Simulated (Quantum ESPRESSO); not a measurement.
# C, diamond: band edges under a change of volume

How fast do the gaps move when the cell is scaled evenly?

Calculated with Quantum ESPRESSO 7.5, PBEsol, GBRV 1.5 ultrasoft potentials, cutoff 680 eV, Fermi–Dirac smearing 0.02 eV, k-mesh 13×13×13, no spin polarisation, no spin-orbit coupling.

Reference cell, relaxed at zero pressure with PBEsol (Fd-3m): a = 2.5135 Å, b = 2.5135 Å, c = 2.5135 Å, α = 60.00°, β = 60.00°, γ = 60.00°.

```
atom       x       y       z
   C  0.5000  0.5000  0.5000
   C  0.7500  0.7500  0.7500
```

Levels are read on the k-mesh and along lines from Γ to X = (0.5, 0, 0.5), L = (0.5, 0.5, 0.5), K = (0.375, 0.375, 0.75) and W = (0.5, 0.25, 0.75) in the reciprocal basis of this cell (the letters only name these points), and count from the highest filled level.

```
ln(V/V0)  gap (eV)  direct gap at Γ (eV)  lowest empty along Γ–X (Γ left out) (eV)
 −0.0619     4.181                 5.737                                     4.181
 −0.0408     4.132                 5.679                                     4.132
  0.0000     4.037                 5.567                                     4.037
  0.0198     3.993                 5.513                                     3.993
  0.0392     3.949                 5.460                                     3.949
  0.0583     3.907                 5.408                                     3.907
```

**Question.** Fit the direct gap at Γ and give it at ln(V/V0) = −0.0202, a row left out above.

A straight line through the 6 rows: the means are 0.002433 for ln(V/V0) and 5.5607 for the level, Σ(Δx)² = 0.01079 and ΣΔxΔy = −0.02953, so the slope is −0.02953/0.01079 = −2.7375 and the intercept 5.5607 − (−2.7375)(0.002433) = 5.5673.

The slope is the volume deformation potential of this gap, −2.74 eV, as a mean over the range. The line gives 5.623 eV. The run itself gives 5.622 eV, so the estimate misses by 0.001 eV, a rounding's worth.

The gap lies below the direct one at Γ in every row. Semilocal functionals give gaps that are too small, and the error differs from valley to valley, so the order of close valleys can be wrong too.

[Logs are printed without paths, hosts, clocks, repeated set-up lines and the standing remarks that a program may print on its own settings, such as how far it seeks lower states.]
